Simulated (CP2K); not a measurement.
Consider fluoromethane at its PBE geometry (Å).

```xyz
5

C    -0.0705    0.0100    0.0081
F     1.3159   -0.1936   -0.1454
H    -0.3335   -0.1453    1.0631
H    -0.3088    1.0381   -0.2971
H    -0.6031   -0.7092   -0.6287
```

Method: CP2K XAS_TDP, all-electron GAPW, PBEh(45%), aug-cc-pVTZ, TDA, GW2X-corrected core level, no relativity.

Q: Predict the bright core excitations at the F K edge.

Leading lines: F2 686.12 eV. The leading line of an atom is its first one with 35 % of the strongest within 2.5 eV of its lowest line over the strength cut. Core ionisation energies at this level: F2 689.20 eV.

The first six lines of each atom with a strength over 0.0015:

```
            atom  energy (eV)  states  strength, one atom  above the computed threshold
F2 (bonded to C)       686.12       1              0.0303                              
                       687.44       1              0.0022                              
                       689.13       1              0.0108                              
                       689.89       2              0.0078                           yes
                       691.12       2              0.0131                           yes
                       693.74       1              0.0027                           yes
```

Lines are vertical, at one geometry, with no vibrational structure. GW2X ionisation energies and lines can be off by 1 to 2 eV either way, and a good line position may hide errors that cancel. These values hold no scalar relativity, about 0.7 eV for F 1s. Rydberg lines, and the discretised continuum above threshold, depend on the basis and the box.

[Banner, clock and machine lines of the logs are left out without a mark of their own.]

[Logs are printed without paths, hosts, clocks, repeated set-up lines and the standing remarks that a program may print on its own settings, such as how far it seeks lower states.]

[Hosts, paths, dates, database ids (printed as entryN), source tags and the programs' standing remarks are cut or masked in the printed files.]
